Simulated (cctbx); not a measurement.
## Symmetry from intensities

Cell: a = 8.5230 Å, b = 8.5230 Å, c = 6.3680 Å, α = 90.00°, β = 90.00°, γ = 120.00°. Expected content of the cell: Tb10 Ti6.

Simulated single-crystal data (cctbx): Cu Kα, λ = 1.54184 Å, to d = 0.8 Å, 50 % of the full sphere, strongest reflection 70000 counts, noise from counting, a 2 % proportional error and a noise floor of 8 counts (s.d.); no absorption, some extinction.

A first pass over the reflections prints:

```text
1593 reflections to d = 0.800 A
centring   violations  <I/sigma> of those
    A        610 of   782     22.3
    B        604 of   776     22.0
    C        644 of   794     25.5
    I        622 of   788     22.4
    R        867 of  1080     24.6
    F        929 of  1176     23.3
Laue class    unique    Rint  (classes that these axes allow; Friedel mates merged)
P -1             1196   0.013
P 1 1 2/m         805   0.014
P -3              540   0.015
P -3 1 m          311   0.017
P -3 m 1          334   0.017
P 6/m             303   0.017
P 6/m m m         200   0.018
space group    extra absences  I>4sigma  <I/sigma>
P 6 2 2                 0          0         -  acentric
P 63 2 2                4          0      -0.2  acentric
P 6 m m                 0          0         -  acentric
P 63 c m              148          0      -0.0  acentric
P -6 m 2                0          0         -  acentric
P -6 c 2              148          0      -0.0  acentric
P -6 2 m                0          0         -  acentric
P 6/m m m               0          0         -  centric
P 63/m c m            148          0      -0.0  centric
Wilson B = 0.94 A^2   <|E^2-1|> = 0.830 (0.968 centric, 0.736 acentric)   E^2>4: 1.6 %
shell (A)         n   <I/sigma>
 7.38 - 1.60     34     61.2
 1.60 - 1.27     27     72.9
 1.27 - 1.11     23     65.8
 1.11 - 1.01     27     63.8
 1.01 - 0.94     21     53.6
 0.94 - 0.88     24     68.1
 0.88 - 0.84     22     57.5
 0.84 - 0.80     22     50.1
```

Q: Read the symmetry from these tables.

Every centring test has many violations, so the lattice is primitive.

Rint stays low (0.013 to 0.018) up to P 6/m m m, the highest class in these axes.

9 settings pass the absence test. The most absences obeyed, 148, belong to P 63 c m, P -6 c 2 and P 63/m c m, which absences can't tell apart.

⟨|E²−1|⟩ = 0.830 lies between the two ideal values. The Wilson B of 0.94 Å² means U ≈ 0.0119 Å².

The true group is P6_3/mcm (no. 193), Laue class 6/mmm, centrosymmetric. The tables only narrow the choice to the tied entries; cell content, site symmetry and trial solutions must settle it.

The model is made up (kin elements in a known structure type, no relaxation), so it says nothing on whether the phase exists.

[Logs are printed without paths, hosts, clocks, repeated set-up lines and the standing remarks that a program may print on its own settings, such as how far it seeks lower states.]
